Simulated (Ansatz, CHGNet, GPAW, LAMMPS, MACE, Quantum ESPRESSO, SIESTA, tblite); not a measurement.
# Running amorphous 29Ga2O3-71GeO2 (mol %) (86 atoms) with tblite

Wanted: tblite inputs and outputs for amorphous 29Ga2O3-71GeO2 (mol %) (86 atoms), checked against a plane-wave reference.

Main program and level: tblite 0.8.0; the method is named at each step.

### Step 1. Starting point

The cell holds 86 atoms: 14 Ga, 17 Ge and 55 O. Its edges and angles: a = 10.359 Å, b = 10.359 Å, c = 10.359 Å, α = 90.0°, β = 90.0°, γ = 90.0°. 86 atoms (14 Fe, 17 Ge, 55 O) placed at random at 4.41 g/cm³, melted at 5000 K for 10 ps at fixed volume with the Morse and Coulomb pair potential with partial charges (Pedone, Malavasi, Menziani, Cormack and Segre, J. Phys. Chem. B 110, 11780 (2006)). Quenched from 5000 K to 300 K at 100 K/ps and fixed volume, held 5 ps, then minimised at fixed cell. Then Fe was replaced by Ga and the cell scaled by 1.006 (the potential has no terms for the new elements, so the cell is a start for a DFT relaxation).

The yardstick, on the same geometry:

* method: Kohn-Sham DFT, PBE, SSSP efficiency 1.3.0 pseudopotentials, plane waves (Quantum ESPRESSO 7.5); sssp-pbe-1.3.0-efficiency, cutoffs 60/480 Ry, Γ point
* r.m.s. force component: 0.8774 eV/Å
* longest force: 2.829 eV/Å
* pressure: -2.5 GPa
* gap (highest filled to lowest empty level): 0.6447 eV
* time: 5.7 min on 4 MPI ranks of Arm Neoverse V1, shared host
* CPU time: 23 min

### Step 2. GFN1-xTB

Method: GFN1-xTB tight binding, diagonalisation.

run.py

```python
import numpy as np
from ase.io import read
from tblite.ase import TBLite

atoms = read("structure.xyz")
atoms.calc = TBLite(method="GFN1-xTB", electronic_temperature=580, accuracy=1.0, max_iterations=250, mixer_damping=0.4, verbosity=1)
energy = atoms.get_potential_energy()
forces = atoms.get_forces()
print(f"energy {energy:.6f} eV")
print("forces (eV/A)")
for i, (a, f) in enumerate(zip(atoms, forces)):
    print(f"{i:4d} {a.symbol:2s} {f[0]:10.5f} {f[1]:10.5f} {f[2]:10.5f}")
stress = -atoms.get_stress(voigt=False) * 160.21766
print("stress (GPa, compression positive)")
for row in stress:
    print(" ".join(f"{x:10.4f}" for x in row))
print("charges (e)")
print(np.array2string(atoms.get_charges(), precision=4, suppress_small=True, max_line_width=110, threshold=100000))
```

structure.xyz

```xyz
86
Lattice="10.35908 0.00000 0.00000 0.00000 10.35908 0.00000 0.00000 0.00000 10.35908" Properties=species:S:1:pos:R:3 pbc="T T T"
Ga 4.58265 4.49688 6.28361
Ga 9.05757 1.92265 7.59424
Ga 6.08855 2.28480 7.18133
Ga 5.42515 9.72542 2.42413
Ga 8.02622 5.56946 6.76293
Ga 0.69188 10.25466 7.47097
Ga 3.19443 7.56244 8.00788
Ga 3.93200 3.16573 0.72006
Ga 3.63448 6.72377 1.87023
Ga 9.73795 9.22176 2.09606
Ga 6.80001 0.23370 4.98707
Ga 0.69996 7.53613 9.85874
Ga 4.82132 3.40140 3.33884
Ga 2.54305 9.68543 0.17072
Ge 0.30435 4.71929 1.32006
Ge 8.06372 8.75964 7.62770
Ge 0.64454 4.99795 8.30954
Ge 4.62668 7.44704 5.24252
Ge 3.72823 0.07251 6.21980
Ge 5.50917 8.62590 9.95394
Ge 2.76981 2.38549 8.23661
Ge 0.02942 2.03566 4.50796
Ge 7.33630 5.31825 1.93311
Ge 5.56977 5.33327 9.31903
Ge 6.95053 1.35248 0.11271
Ge 7.43958 7.81675 4.30161
Ge 0.37313 7.72622 4.89632
Ge 10.35152 1.50890 0.31429
Ge 7.46817 3.16190 4.47129
Ge 2.63670 0.82220 3.04391
Ge 1.90856 4.91859 4.15233
O 9.03540 7.28119 4.89757
O 1.23605 6.23606 5.02788
O 7.53965 9.13785 5.99552
O 2.58604 0.86105 7.29611
O 2.36425 7.58658 0.57679
O 0.56001 8.41623 3.32609
O 4.93248 6.95467 9.12314
O 4.25489 2.87516 7.41648
O 3.37229 2.31567 2.48442
O 9.65901 8.13157 0.56374
O 5.34756 0.60559 6.43475
O 3.28621 0.50055 4.62388
O 9.47908 4.33082 7.80847
O 3.43942 10.08653 1.96999
O 6.67684 5.36414 0.30083
O 9.04845 5.00333 1.79823
O 4.00782 6.25046 6.53544
O 9.12490 10.07503 7.89994
O 2.94996 1.87634 9.87189
O 0.97355 1.03435 3.46667
O 5.80761 3.34401 5.22885
O 1.54412 5.22843 2.43356
O 0.77994 8.90860 6.07539
O 0.81857 0.11975 0.90197
O 0.45994 5.37067 10.06374
[... 26 atom lines left out ...]
O 0.86768 3.53928 4.43058
O 0.16367 1.66097 8.95833
O 4.05061 9.35363 9.32991
O 8.05667 9.29261 3.31014
```

On the command line:

```console
> OMP_NUM_THREADS=1 python run.py > output.txt
```

The log of the run:

```text
------------------------------------------------------------
  cycle        total energy    energy error   density error
------------------------------------------------------------
      1     -241.6608532573  -2.4185364E+02   1.0966924E+00
      2     -371.4274157149  -1.2976656E+02   1.9112677E+00
      3     -210.2742036437   1.6115321E+02   1.0588091E+00
      4     -284.3277289308  -7.4053525E+01   5.6413570E-01
      5     -282.4546676662   1.8730613E+00   4.5572075E-01
      6     -304.5863865905  -2.2131719E+01   1.1571966E-01
      7     -304.9462895120  -3.5990292E-01   8.9926413E-02
      8     -304.8701020423   7.6187470E-02   8.6657950E-02
      9     -305.4624456460  -5.9234360E-01   4.4924975E-02
     10     -305.4542568609   8.1887852E-03   3.9169869E-02
     11     -305.5176566580  -6.3399797E-02   2.9887445E-02
     12     -305.5888178264  -7.1161168E-02   1.1853894E-02
     13     -305.5910781559  -2.2603294E-03   9.6422325E-03
     14     -305.5960005731  -4.9224172E-03   6.1203581E-03
     15     -305.5972050014  -1.2044283E-03   4.0440533E-03
     16     -305.5978522274  -6.4722602E-04   2.7033502E-03
     17     -305.5982449941  -3.9276661E-04   1.1029459E-03
     18     -305.5982773818  -3.2387754E-05   7.5012225E-04
     19     -305.5983170283  -3.9646473E-05   3.0452510E-04
     20     -305.5983188014  -1.7731016E-06   2.1960517E-04
     21     -305.5983227926  -3.9911708E-06   1.0432780E-04
     22     -305.5983234302  -6.3762525E-07   6.5825172E-05
     23     -305.5983235096  -7.9396159E-08   5.2118982E-05
     24     -305.5983236938  -1.8423827E-07   2.1656502E-05
     25     -305.5983237164  -2.2599352E-08   9.4886265E-06
------------------------------------------------------------
 total:                                   6.481 sec
energy -8315.753955 eV
forces (eV/A)
   0 Ga    0.12020   -0.22044   -0.00378
   1 Ga    0.09891   -0.69563   -0.14994
   2 Ga   -0.06853   -0.80594   -0.18506
   3 Ga    0.05884    0.37300    0.34464
   4 Ga   -0.15407   -0.17127    0.43247
   5 Ga   -0.29994   -1.18726   -0.09132
   6 Ga    0.54483   -0.34097   -0.14512
   7 Ga    1.07503    0.19593   -0.67623
   8 Ga    0.33097   -0.14686    0.02712
   9 Ga    0.02999   -1.52048    0.22867
  10 Ga   -0.69610   -0.01468    0.01431
  11 Ga    0.63221    0.45064    0.95050
  12 Ga   -0.47937    0.60115   -0.01523
  13 Ga   -0.14492   -0.87735   -0.06942
  14 Ge   -0.24759   -0.85978   -0.34733
  15 Ge   -0.09054   -0.09646   -0.48374
  16 Ge   -0.08416   -0.73176    0.40620
  17 Ge    0.82084   -0.61195   -0.96678
  18 Ge    0.72645    0.70721   -0.66810
  19 Ge   -0.47139   -0.10332    0.01954
  20 Ge    1.05760   -0.14967    0.41076
  21 Ge    0.55249    0.42936    0.54526
  22 Ge    0.27219    0.34666    0.34846
  23 Ge   -0.71237   -0.41304   -0.25593
[...]
78 O     0.23918   -0.13983    0.80403
  79 O     0.18674    0.04258    0.19861
  80 O    -0.18984   -0.54364    1.55313
  81 O     0.29813   -0.20640   -1.29433
  82 O    -0.27960    0.37272    0.36998
  83 O    -0.68936    0.10268   -1.04411
  84 O    -0.64567    0.30664   -0.04377
  85 O     0.55775    0.44028   -0.90542
stress (GPa, compression positive)
   -1.8372     0.9200    -0.7934
    0.9200    -1.4737     0.0153
   -0.7934     0.0153    -3.2595
charges (e)
[ 0.5264  0.5201  0.537   0.5195  0.4962  0.5233  0.525   0.5138  0.5077  0.4897  0.5222  0.5133  0.5318
  0.5325  0.6784  0.6657  0.6812  0.6889  0.6888  0.6921  0.6883  0.6714  0.685   0.6684  0.6607  0.7133
  0.6539  0.669   0.7149  0.6897  0.6864 -0.3646 -0.3281 -0.3555 -0.2992 -0.3556 -0.3631 -0.3396 -0.3294
 -0.3173 -0.3547 -0.3498 -0.3629 -0.3352 -0.3003 -0.3273 -0.339  -0.342  -0.3451 -0.3546 -0.3295 -0.3342
 -0.3126 -0.3877 -0.321  -0.3224 -0.3333 -0.3029 -0.3679 -0.29   -0.3582 -0.3592 -0.3517 -0.3722 -0.3275
 -0.342  -0.3336 -0.3831 -0.3291 -0.305  -0.3344 -0.3686 -0.3657 -0.3864 -0.3572 -0.3846 -0.3417 -0.3349
 -0.3271 -0.3222 -0.3359 -0.3273 -0.3781 -0.3566 -0.348  -0.3593]
```

Wall time 7 s (1 thread of Arm Neoverse V1, shared host); peak memory 0.14 GiB.

Banners, paths, timers and routine set-up lines are dropped from the logs unmarked, and long logs keep their key lines alone; longer cuts are marked.

Against the reference:

* r.m.s. force component: 0.5674 eV/Å
* r.m.s. difference of force components: 539.4 meV/Å
* longest difference of force vectors: 1904 meV/Å
* force difference over r.m.s. force: 61.48 %
* slope of forces against the reference's: 0.5201
* correlation of force components: 0.8042
* pressure: -2.19 GPa
* pressure difference: 0.3099 GPa

Length of the force difference by element (eV/Å):

| element | atoms | mean | most |
| --- | --- | --- | --- |
| Ga | 14 | 0.50 | 0.89 |
| Ge | 17 | 0.78 | 1.3 |
| O | 55 | 0.93 | 1.9 |

Local excerpt of 9 atoms (numbers count through the whole input) about Ga9, which has 4 bonded neighbours where the commonest count for Ga is 5; x, y, z are measured from there.

| atom | x | y | z | distance (Å) | bonds | Mulliken charge (e) | Fx | Fy | Fz (eV/Å) |
| --- | --- | --- | --- | --- | --- | --- | --- | --- | --- |
| Ga9 | 0.00 | 0.00 | 0.00 | 0.00 | 4 | 0.51 | 0.33 | -0.15 | 0.03 |
| O64 | 0.12 | 0.28 | 1.94 | 1.96 | 2 | -0.37 | -0.35 | 0.12 | -0.74 |
| O36 | -1.27 | 0.86 | -1.29 | 2.01 | 3 | -0.36 | 0.14 | 0.10 | 0.63 |
| O72 | 0.68 | -1.91 | 0.09 | 2.02 | 3 | -0.37 | -0.41 | -0.17 | 0.03 |
| O57 | 1.46 | 1.27 | -0.66 | 2.04 | 3 | -0.33 | 0.41 | 0.10 | 0.96 |
| O53 | -2.09 | -1.50 | 0.56 | 2.63 | 2 | -0.31 | -0.08 | 0.28 | -0.52 |
| O45 | -0.20 | 3.36 | 0.10 | 3.37 | 3 | -0.30 | -0.19 | -0.59 | -0.50 |
| O38 | 1.30 | 0.23 | -3.11 | 3.37 | 3 | -0.34 | -0.72 | 0.04 | -0.81 |
| Ge31 | -1.73 | -1.81 | 2.28 | 3.38 | 4 | 0.69 | -0.90 | -0.73 | -0.10 |

Atoms are counted from 1 here, from 0 in the log.

Forces lie 61 % from the reference's, at 0.0052 times its CPU time (on 1 against 4 cores).

### Step 3. What came out

| Property | Result |
| --- | --- |
| force difference from the reference | tblite GFN1-xTB, 61 % |
| its CPU time | 7 s |

What this shows: Tight binding differs by 61 % (tblite GFN1-xTB); it is another model, with fitted parameters of its own, and the xTB methods hold dispersion. One electronic-structure run takes under half the reference's CPU time: tblite GFN1-xTB, at 61 % in 7 s against 23 min, too far off to be of use. Periodic xTB results under one method name differ between programs and library versions. The reference's pressure holds the uncorrected Pulay stress of its 60 Ry basis, so small pressure differences, and their order, may be the reference's own error. The quench rate of 100 K/ps is many orders above laboratory rates, so the cell is likely richer in defects and strain than a real sample. The network of bonds at the start is that of the classical potential that made the cell, and needn't be the one that DFT or experiment would give. The reference's pressure of -2.5 GPa belongs to a cell and atoms that aren't relaxed at this level. The electronic-structure runs sample only Γ, in a cell whose shortest periodic width is 10 Å.

[Also dropped from logs without a mark: logging warnings of Python, and SIESTA's first energy breakdown and zero terms.]

[Logs are printed without paths, hosts, clocks, repeated set-up lines and the standing remarks that a program may print on its own settings, such as how far it seeks lower states.]

[Hosts, paths, dates, database ids (printed as entryN), source tags and the programs' standing remarks are cut or masked in the printed files.]
